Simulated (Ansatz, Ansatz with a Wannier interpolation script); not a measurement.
Records of electronic-structure calculations.

```
G0W0 band structure of SiO2 (P4_32_12)
1.0
     4.93290    0.00000    0.00000
     0.00000    4.93290    0.00000
     0.00000    0.00000    6.46450
Si O
4 8
Direct
  0.81771 0.81771 0.50000
  0.68229 0.31771 0.25000
  0.18230 0.18230 0.00000
  0.31771 0.68229 0.75000
  0.26834 0.36457 0.80193
  0.13543 0.76834 0.55193
  0.73166 0.63543 0.30193
  0.86457 0.23166 0.05193
  0.76834 0.13543 0.44807
  0.63543 0.73166 0.69807
  0.23166 0.86457 0.94807
  0.36457 0.26834 0.19807
# method: DFT, LDA, plane waves, PAW (and 3 further levels or steps)
# program: Ansatz 0.2.0 and Ansatz with a Wannier interpolation script 0.2.0
# settings of one run: cutoff 420 eV, 4×4×2 k-mesh, smearing width 0.02 eV, default PAW
# notes: The cell and positions come from the Crystallography Open Database and are kept as given unless a step says otherwise. Bands and cutoff are finite, so the gap is not at the basis limit. The miss can reach some tenths of an eV and take either sign; the mesh is an error of its own. Above the frozen window of the model the interpolated levels need not meet the computed ones, even at points of the mesh. The 4×4×2 mesh is coarse for this cell (its supercell is 13 Å along the shortest edge). The RPA ε∞ on it, from the LDA start, is 2.32 and 2.39; such meshes misread the long-range screening, most where the gap is narrow.
# LDA gap: 5.48 eV
# G0W0 gap over the zone: 8.65 eV, direct
# least direct G0W0 gap, in the model: 8.65 eV
# GW settings: 4×4×2 mesh, 656 empty bands, screening to 150 eV
# known limits: not at the basis limit; coarse k mesh
```

[Paths, hosts, dates, memory and timing lines, banners, echoed tables and standing remarks are left out of the program output.]

[Logs are printed without paths, hosts, clocks, repeated set-up lines and the standing remarks that a program may print on its own settings, such as how far it seeks lower states.]

[Runs of the session that timed out or met a known fault of the program may be left out.]

[Hosts, paths, dates, database ids (printed as entryN), source tags and the programs' standing remarks are cut or masked in the printed files.]
